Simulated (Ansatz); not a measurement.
**Cu2IF (built on the sites of a database entry of CuI): phonons and vibrational spectra**

Task: relax Cu2IF (built on the sites of a database entry of CuI), then find its harmonic phonons.

Program: Ansatz 0.2.0. Level of theory: DFT PBEsol, scalar-relativistic, plane waves, PAW. Results are calculated unless marked as measured.

The structure was built from a prototype and need not be the compound's stable phase.

**1. The structure**

The structure is orthorhombic, space group Amm2 (No. 38). The conventional cell has a = 3.988 Å, b = 6.913 Å, c = 6.872 Å, α = 90.00°, β = 90.00°, γ = 90.00°. Nearest to Cu lie 2 Cu at 2.27 Å and 2 F at 2.39 Å and 1 I at 2.40 Å. Nearest to Cu lie 2 Cu at 2.27 Å and 2 I at 2.39 Å and 1 F at 2.40 Å. I has 3 Cu at 2.39 to 2.40 Å nearest. Nearest to F lie 3 Cu at 2.39 to 2.40 Å. Farther neighbours and most contacts between anions are not listed.

**2. Rough relaxation**

A rough relaxation comes first, because large forces or stress need no tight tolerances yet.

input.yaml reads:

```yaml
crystal:
  lattice:
    - [3.45655, -3.4361, 0.0]
    - [3.45655, 3.4361, 0.0]
    - [0.0, 0.0, 3.98786]
  atoms:
    - { symbol: Cu, position: [0.42043883, 0.57956117, 0.75] }
    - { symbol: Cu, position: [0.57956117, 0.42043883, 0.25] }
    - { symbol: I, position: [0.77004268, 0.22995732, 0.75] }
    - { symbol: F, position: [0.22995732, 0.77004268, 0.25] }
kpoints:
  mp_grid: { grid: [4, 4, 6] }
hamiltonian:
  xc: pbesol
scf:
  occupations: { method: gaussian, width: 0.1 }
output:
  forces: true
  stress: true
  eigenvalues: true
relax:
  adjacent_minimum: "off"
  f_tol: 0.05
  max_steps: 80
  cell: { stress_tol: 0.5 }
```

Started as:

```sh
> ansatz run input.yaml --threads 8 --pin off --max-ram 14336MiB --backend cpu --events-out ev --progress --plain --runs-dir out
```

Numbers of over 12 decimals in the logs are rounded to 6 here.

Log:

```text
The last accepted step is kept in <dir> (removed where the run ends without a failure and the disk answers)
Engine: ansatz 0.2.0, aarch64-unknown-linux-gnu
Pseudopotentials: kind: paw
Pseudopotential: Cu, paw, valence charge 19, recommended cutoff 420 eV (normal), Cu.paw.azcp
Pseudopotential: I, paw, valence charge 17, recommended cutoff 420 eV (normal), I.paw.azcp
[...]
cell:  # Å, volume = 71.3859 Å³
    - [2.626665, -3.217678, 0]
    - [2.626665, 3.217678, 0]
    - [0, 0, 4.223139]
  atoms:
    - { symbol: Cu, position: [0.373177, 0.626823, 0.75] }
    - { symbol: Cu, position: [0.572602, 0.427398, 0.250000] }
    - { symbol: I, position: [0.792854, 0.207146, 0.75] }
    - { symbol: F, position: [0.261367, 0.738633, 0.250000] }
[key lines of the parts left out:]
SCF converged after 7 iterations
Free energy (F): -21409.128720 eV
Fermi energy:    10.015230 eV
P = ⅓ Tr σ = 0.1382 GPa (1.382 kbar)
```

The job ended after 16 s (8 threads of Arm Neoverse V2, shared host; peak memory 0.54 GiB).

Relaxation path:

```
step  energy less that of the first step (eV)  largest force component (eV/Å)  pressure (GPa)  volume (Å³)
   1                                   0.0000                          2.1964            1.05        94.73
   2                                  -0.4949                          1.1689           -0.47        87.98
   3                                  -0.7788                          0.6183            0.60        82.12
   4                                  -0.9269                          0.3142           -0.55        77.50
   5                                  -1.0266                          0.1790            0.30        72.56
   6                                  -1.0498                          0.0988            1.24        68.97
   7                                  -1.0578                          0.0500           -0.39        71.84
  8*                                  -1.0510                          0.0505           -0.49        71.84
   9                                  -1.0541                          0.0253            0.15        71.39
 10*                                  -1.0532                          0.0255            0.14        71.39
```

Relaxation steps marked * repeat the geometry before them on a plane-wave basis chosen anew for their cell, so energy and pressure can jump there.

The run keeps the 4 symmetry operations that it works with, so distortions that break them were not tested.

```
     cell as run  before   after   change
           a (Å)   4.874   4.154  -14.8 %
           b (Å)   4.874   4.154  -14.8 %
           c (Å)   3.988   4.223   +5.9 %
           γ (°)   89.66  101.55  +13.3 %
volume (Å³/atom)   23.68   17.85  -24.6 %
```

The atoms that moved most (Å, as changes of fractional coordinates times the final cell):

```
atom     dx      dy     dz  length
 Cu1  0.000   0.304  0.000   0.304
  F4  0.000  -0.202  0.000   0.202
  I3  0.000  -0.147  0.000   0.147
 Cu2  0.000   0.045  0.000   0.045
```

A gap read on the k-mesh alone can miss the band edges.

This step gave:

```yaml
pressure: 0.1382 GPa
volume_per_atom: 17.85 Å³
gap_on_the_k_mesh: 0.3762 eV
direct_gap_on_mesh: 0.6271 eV
```

In this step the volume went from 23.68 to 17.85 Å³/atom.

**3. Bringing the structure to rest**

The cell and atoms are relaxed, since residual forces and stress would shift the frequencies.

input.yaml reads:

```yaml
crystal:
  lattice:
    - [2.6266648891, -3.2176779177, 0.0]
    - [2.6266648891, 3.2176779177, 0.0]
    - [0.0, 0.0, 4.2231387471]
  atoms:
    - { symbol: Cu, position: [0.3731769511, 0.6268230489, 0.75] }
    - { symbol: Cu, position: [0.5726019637, 0.4273980363, 0.25] }
    - { symbol: I, position: [0.7928544002, 0.2071455998, 0.75] }
    - { symbol: F, position: [0.261366685, 0.738633315, 0.25] }
kpoints:
  mp_grid: { grid: [8, 8, 8] }
hamiltonian:
  xc: pbesol
scf:
  occupations: { method: gaussian, width: 0.02 }
output:
  forces: true
  stress: true
  eigenvalues: true
  write_density: true
  write_potential: true
  elf: true
  volumetric_format: npy
relax:
  adjacent_minimum: "off"
  f_tol: 0.005
  max_steps: 80
  cell: { stress_tol: 0.05 }
```

Log:

```text
[...]
Crystal: 4 atoms, lattice volume = 71.386 Å³
Basis set: ecut = 420 eV, 1373 PW (Γ), exchange–correlation on 60×60×60 points (8 copies of the dense FFT grid, shifted against one another)
Bands: 38, of which v1, the nominal top of the filled ones, is band 31 counted from 1 (30 counted from 0)
Symmetry: 4 space group operations
[...]
k-points: 105 of 512 (time reversal used)
[...]
SCF iter   1: F=—  HF=-21409.163949 eV  |F-HF|=—  |Δ(HF+E_count)|=         —  Δρ=1.45e-2  dr2=9.11e-2  ethr=1.77e-3  ⟨swp⟩=7.1  Hψ=17482  notcnv=0  defer=6
[...]
SCF iter  10: F=-21409.140482 eV  HF=-21409.140482 eV  |F-HF|=1.50e-9  |Δ(HF+E_count)|=   6.98e-8  Δρ=7.61e-6  dr2=3.80e-8  ethr=1.61e-10  ⟨swp⟩=13.9  Hψ=29033  notcnv=0
SCF 1 converged in 10 iterations: F = -21409.140482 eV  dr2 = 3.80e-8
[...]
relax step   1: F+E_penalty+E_count = -21409.14048206 eV  Δ(F+E_penalty+E_count) = +0.000e0 eV  max|allowed force component| = 2.712e-2 eV/Å  Δτ_max = 0.0000 Å  P = +0.064 GPa  Ω = 71.386 Å³  (10 SCF iters, dr2 threshold 1.00e-7 eV, accepted)
Crystal: 4 atoms, lattice volume = 71.327 Å³
[...]
SCF iter   5: F=-21409.140829 eV  HF=-21409.140830 eV  |F-HF|=6.17e-8  |Δ(HF+E_count)|=   7.95e-8  Δρ=2.00e-5  dr2=2.07e-7  ethr=3.68e-10  ⟨swp⟩=10.2  Hψ=28644  notcnv=0
SCF 2 converged in 5 iterations: F = -21409.140829 eV  dr2 = 2.07e-7
relax step   2: F+E_penalty+E_count = -21409.14082945 eV  Δ(F+E_penalty+E_count) = -3.474e-4 eV  max|allowed force component| = 2.638e-2 eV/Å  Δτ_max = 0.0022 Å  P = +0.053 GPa  Ω = 71.327 Å³  energy of the carried Pulay correction = +9.295e-5 eV  (5 SCF iters, dr2 threshold 2.28e-7 eV, accepted)
Crystal: 4 atoms, lattice volume = 71.309 Å³
Basis set: ecut = 420 eV, 1381 PW (Γ), exchange–correlation on 60×60×60 points (8 copies of the dense FFT grid, shifted against one another)
[...]
SCF iter   7: F=-21409.141434 eV  HF=-21409.141434 eV  |F-HF|=4.21e-8  |Δ(HF+E_count)|=   1.14e-8  Δρ=1.32e-5  dr2=9.44e-8  ethr=2.25e-10  ⟨swp⟩=9.9  Hψ=27321  notcnv=0
SCF 3 converged in 7 iterations: F = -21409.141434 eV  dr2 = 9.44e-8
relax step   3: F+E_penalty+E_count = -21409.14143443 eV  Δ(F+E_penalty+E_count) = -6.050e-4 eV  max|allowed force component| = 8.437e-3 eV/Å  Δτ_max = 0.0129 Å  P = -0.015 GPa  Ω = 71.309 Å³  energy of the carried Pulay correction = +1.215e-4 eV  (7 SCF iters, dr2 threshold 1.39e-7 eV, accepted)
[...]
relax step   4: F+E_penalty+E_count = -21409.14149718 eV  Δ(F+E_penalty+E_count) = -6.274e-5 eV  max|allowed force component| = 4.337e-3 eV/Å  Δτ_max = 0.0050 Å  P = +0.025 GPa  Ω = 71.337 Å³  energy of the carried Pulay correction = +7.803e-5 eV  (9 SCF iters, dr2 threshold 4.45e-9 eV, accepted)
[...]
relax step   5: F+E_penalty+E_count = -21409.14077004 eV  Δ(F+E_penalty+E_count) = +7.271e-4 eV  max|allowed force component| = 2.287e-2 eV/Å  Δτ_max = 0.0250 Å  P = -0.106 GPa  Ω = 71.897 Å³  energy of the carried Pulay correction = -8.093e-4 eV  (9 SCF iters, dr2 threshold 1.81e-8 eV, accepted)
[...]
relax step   6: F+E_penalty+E_count = -21409.14085264 eV  Δ(F+E_penalty+E_count) = -8.261e-5 eV  max|allowed force component| = 2.553e-2 eV/Å  Δτ_max = 0.0093 Å  P = +0.097 GPa  Ω = 71.879 Å³  energy of the carried Pulay correction = -7.805e-4 eV  (8 SCF iters, dr2 threshold 6.01e-8 eV, accepted)
[...]
relax step   7: F+E_penalty+E_count = -21409.14070231 eV  Δ(F+E_penalty+E_count) = +1.503e-4 eV  max|allowed force component| = 3.451e-2 eV/Å  Δτ_max = 0.0049 Å  P = +0.041 GPa  Ω = 71.949 Å³  energy of the carried Pulay correction = -8.909e-4 eV  (8 SCF iters, dr2 threshold 5.83e-8 eV, rejected (line search))
[...]
relax step   8: F+E_penalty+E_count = -21409.14085756 eV  Δ(F+E_penalty+E_count) = -4.917e-6 eV  max|allowed force component| = 5.226e-3 eV/Å  Δτ_max = 0.0024 Å  P = +0.003 GPa  Ω = 71.929 Å³  energy of the carried Pulay correction = -8.589e-4 eV  (11 SCF iters, accepted)
[...]
relax step   9: F+E_penalty+E_count = -21409.14095688 eV  Δ(F+E_penalty+E_count) = -9.932e-5 eV  max|allowed force component| = 1.094e-3 eV/Å  Δτ_max = 0.0038 Å  P = +0.001 GPa  Ω = 71.872 Å³  energy of the carried Pulay correction = -7.698e-4 eV  (9 SCF iters, dr2 threshold 1.71e-9 eV, accepted)
[...]
SCF iter   9: F=-21409.141827 eV  HF=-21409.141827 eV  |F-HF|=1.82e-11  |Δ(HF+E_count)|=  1.56e-10  Δρ=2.64e-7  dr2=3.38e-11  ethr=1.00e-12  ⟨swp⟩=5.9  Hψ=21432  notcnv=0
SCF 10 converged in 9 iterations: F = -21409.141827 eV  dr2 = 3.38e-11
relax step  10: F+E_penalty+E_count = -21409.14182676 eV  Δ(F+E_penalty+E_count) = -8.699e-4 eV  max|allowed force component| = 6.417e-4 eV/Å  Δτ_max = 0.0000 Å  P = +0.016 GPa  Ω = 71.872 Å³  stress off target by 3.73e-2 GPa  SCF on the basis re-selected at this cell (its energy is not comparable with the rows above)  (9 SCF iters)
basis re-selected at this cell: Δ(F+E_penalty+E_count) = -8.699e-4 eV, ΔP = +0.015 GPa vs the last step (what re-selecting the basis moved, of the pressure what is left beyond the Pulay correction that the steps carried, after the strain that the cell walked since its last selection, with what the two solves' SCF thresholds leave and, on support functions, any second-order correction that the steps lacked; it is no m [...]
SCF converged after 9 iterations
Free energy (F): -21409.141827 eV
[...]
Internal energy: -21409.141827 eV  (E = F + TS)
E sigma→0 (E₀):  -21409.141827 eV
Fermi energy:    9.884362 eV
[...]
--- Forces (eV/Å), atoms counted from 1 ---
  atom   1  Cu    -0.00000000    -0.00032267     0.00000000
  atom   2  Cu    -0.00000000     0.00061281     0.00000000
  atom   3  I     -0.00000000    -0.00064094     0.00000000
  atom   4  F     -0.00000000     0.00035365     0.00000000
  max |Σ_I F_I| component: 2.84e-6 eV/Å
--- Stress (GPa, compression-positive) ---
       -0.012445       0.000000       0.000000
        0.000000       0.037311       0.000000
        0.000000       0.000000       0.022060
  P = ⅓ Tr σ = 0.0156 GPa (0.156 kbar)
--- Band table (eV; the first three rows and the last of 105) ---
  k-point 0: bands = [... 27 lower, 8.2605, 8.6896, 9.0227, 9.4218, 10.1328, 12.2536, 13.1039, 16.2284, ... 3 higher]
  k-point 1: bands = [... 27 lower, 8.2733, 8.6636, 8.8500, 9.3571, 10.4095, 12.8077, 13.2471, 16.3384, ... 3 higher]
  k-point 2: bands = [... 27 lower, 8.3324, 8.5942, 8.6265, 9.2044, 11.0157, 13.6704, 13.9805, 16.2123, ... 3 higher]
  k-point 104: bands = [... 27 lower, 8.2773, 8.5131, 8.5569, 8.6665, 12.1782, 12.3009, 14.4470, 17.1994, ... 3 higher]
--- Relaxed structure (9 steps of the walk, 8 accepted, 1 SCFs on fresh bases) ---
[...]
cell:  # Å, volume = 71.8721 Å³
    - [2.591473, -3.256481, 7.398723412405763e-19]
    - [2.591473, 3.256481, 7.398723412405476e-19]
    - [1.1895630710894446e-18, 0, 4.258290]
  atoms:
    - { symbol: Cu, position: [0.378801, 0.621199, 0.75] }
    - { symbol: Cu, position: [0.570465, 0.429535, 0.25] }
    - { symbol: I, position: [0.787162, 0.212838, 0.75] }
    - { symbol: F, position: [0.263572, 0.736428, 0.25] }
```

Run time: 44 s. Hardware: 8 threads; peak memory 0.62 GiB; 5.6 min of CPU time.

The steps of the relaxation:

```
step  energy less that of the first step (eV)  largest force component (eV/Å)  pressure (GPa)  volume (Å³)
   1                                   0.0000                          0.0271            0.06        71.39
   2                                  -0.0003                          0.0264            0.05        71.33
   3                                  -0.0010                          0.0084           -0.01        71.31
   4                                  -0.0010                          0.0043            0.02        71.34
   5                                  -0.0003                          0.0229           -0.11        71.90
   6                                  -0.0004                          0.0255            0.10        71.88
   7                                  -0.0002                          0.0345            0.04        71.95
   8                                  -0.0004                          0.0052            0.00        71.93
   9                                  -0.0005                          0.0011            0.00        71.87
 10*                                  -0.0013                          0.0006            0.02        71.87
```

Relaxation steps marked * repeat the geometry before them on a plane-wave basis chosen anew for their cell, so energy and pressure can jump there. Relaxation step 7 was tried and not accepted.

Forces are held to the 4 operations that the run works with; a distortion that breaks them can't arise in this run.

```
conventional cell, symmetrised  before  after  change
                         a (Å)   4.223  4.258  +0.8 %
                         b (Å)   5.253  5.183  -1.3 %
                         c (Å)   6.435  6.513  +1.2 %
              volume (Å³/atom)   17.85  17.97  +0.7 %
```

The atoms that moved most (Å, as changes of fractional coordinates times the final cell):

```
atom     dx      dy     dz  length
  I3  0.000   0.037  0.000   0.037
 Cu1  0.000  -0.037  0.000   0.037
  F4  0.000  -0.014  0.000   0.014
 Cu2  0.000   0.014  0.000   0.014
```

The relaxed structure:

```cif
data_structure
_symmetry_space_group_name_H-M 'P 1'
_symmetry_Int_Tables_number 1
_cell_length_a 4.1618
_cell_length_b 4.1618
_cell_length_c 4.2583
_cell_angle_alpha 90.000
_cell_angle_beta 90.000
_cell_angle_gamma 102.975
_cell_volume 71.87
loop_
_atom_site_label
_atom_site_type_symbol
_atom_site_fract_x
_atom_site_fract_y
_atom_site_fract_z
_atom_site_occupancy
Cu1 Cu 0.37880 0.62120 0.75000 1
Cu2 Cu 0.57047 0.42953 0.25000 1
I3 I 0.78716 0.21284 0.75000 1
F4 F 0.26357 0.73643 0.25000 1
```

This step gave:

- pressure: 0.01564 GPa
- gap on the k-mesh: 0.4974 eV
- volume per atom: 17.97 Å³
- direct gap on mesh: 0.7110 eV

ELF in the ab plane of the cell as run, not the conventional one, at fractional z = 0.250, with atoms of Cu and F within 0.2 Å of it. It is the smooth field of the valence electrons, not physical close to the nuclei.

Values, 14 rows by 14 columns, each cell a mean:
```
0.04 0.17 0.45 0.62 0.70 0.66 0.43 0.18 0.04 0.03 0.02 0.02 0.01 0.01
0.14 0.42 0.71 0.80 0.82 0.81 0.65 0.34 0.08 0.03 0.02 0.02 0.01 0.02
0.32 0.66 0.80 0.73 0.69 0.79 0.72 0.38 0.09 0.06 0.06 0.05 0.03 0.04
0.41 0.74 0.79 0.61 0.57 0.75 0.65 0.27 0.09 0.10 0.11 0.09 0.04 0.06
0.39 0.74 0.81 0.74 0.74 0.73 0.34 0.12 0.13 0.17 0.17 0.13 0.06 0.05
0.27 0.62 0.78 0.78 0.70 0.43 0.13 0.15 0.24 0.24 0.20 0.15 0.07 0.05
0.10 0.29 0.48 0.47 0.26 0.12 0.19 0.41 0.61 0.46 0.24 0.17 0.09 0.05
0.04 0.09 0.17 0.16 0.10 0.13 0.32 0.68 0.86 0.60 0.24 0.17 0.11 0.06
0.03 0.03 0.05 0.07 0.12 0.18 0.33 0.60 0.66 0.40 0.19 0.16 0.13 0.07
0.03 0.02 0.04 0.08 0.14 0.18 0.25 0.33 0.32 0.22 0.17 0.17 0.14 0.08
0.02 0.02 0.03 0.07 0.12 0.15 0.17 0.18 0.17 0.16 0.17 0.17 0.11 0.06
0.02 0.01 0.02 0.04 0.07 0.09 0.11 0.13 0.14 0.15 0.16 0.13 0.07 0.04
0.01 0.01 0.02 0.04 0.05 0.05 0.05 0.06 0.08 0.09 0.09 0.07 0.04 0.02
0.01 0.03 0.10 0.18 0.22 0.18 0.09 0.05 0.04 0.04 0.04 0.03 0.02 0.01
```
Columns run along a (4.2 Å), rows up along b (4.2 Å). Atoms in or near the plane, at fractional coordinates: Cu at (0.57, 0.43), F at (0.26, 0.74).

Electrostatic potential energy in the ab plane of the cell as run, not the conventional one, at fractional z = 0.250, with atoms of Cu and F within 0.2 Å of it. With pseudopotentials it is smooth inside the atoms' cores, unlike the true potential.

Values in eV, 14 rows by 14 columns, each cell a mean:
```
 15  15  15  13  11  12  14  14  14  14  14  14  14  15
 15  15   9  -6 -14  -6  12  14  14  14  14  14  14  15
 15  12 -15 -31 -33 -25   5  13  13  13  13  13  14  15
 14   7 -25 -35 -36 -27   5  11  11  11  11  12  14  14
 14   9 -20 -30 -27 -10   8   5   0   0   6  10  13  14
 14  13   0  -9  -3   6   0 -14 -24 -22  -7   6  12  14
 14  14  14  13  11   4 -21 -38 -42 -40 -21   0  11  13
 14  14  14  13   9  -3 -33 -42 -42 -42 -23   0  11  13
 14  14  14  12   8  -6 -33 -41 -42 -37 -12   5  12  13
 14  14  14  12   9   0 -22 -33 -32 -20   1   9  12  13
 14  14  14  13  11   8   0  -5  -2   4  10  12  13  14
 14  14  14  14  13  11   9   8   9  11  12  13  14  14
 14  14  15  14  14  14  13  13  13  13  13  14  14  14
 15  15  15  15  14  14  14  14  14  14  14  14  14  14
```
Columns run along a (4.2 Å; values clipped at the 3rd and 97th percentile), rows up along b (4.2 Å). Atoms in or near the plane, at fractional coordinates: Cu at (0.57, 0.43), F at (0.26, 0.74).

Valence density in the ab plane of the cell as run, not the conventional one, at fractional z = 0.250, with atoms of Cu and F within 0.2 Å of it. It is the smooth field of the valence electrons, not physical close to the nuclei.

Ten steps, logarithmic in the rise over the least value, from '0' (0 e/Å³) to '9' (52 e/Å³), each cell a mean:
```
00011100000000
00133310000000
01456420000000
02566520000000
01455311110000
01232112432000
00011136873100
00000158984100
00000258862100
00000145531000
00000012110000
00000000000000
00000000000000
00000000000000
```
Columns run along a (4.2 Å), rows up along b (4.2 Å). Atoms in or near the plane, at fractional coordinates: Cu at (0.57, 0.43), F at (0.26, 0.74).

In this step the volume went from 17.85 to 17.97 Å³/atom.

[end of part 1 of 2]

[Logs are printed without paths, hosts, clocks, repeated set-up lines and the standing remarks that a program may print on its own settings, such as how far it seeks lower states.]

[Hosts, paths, dates, database ids (printed as entryN), source tags and the programs' standing remarks are cut or masked in the printed files.]
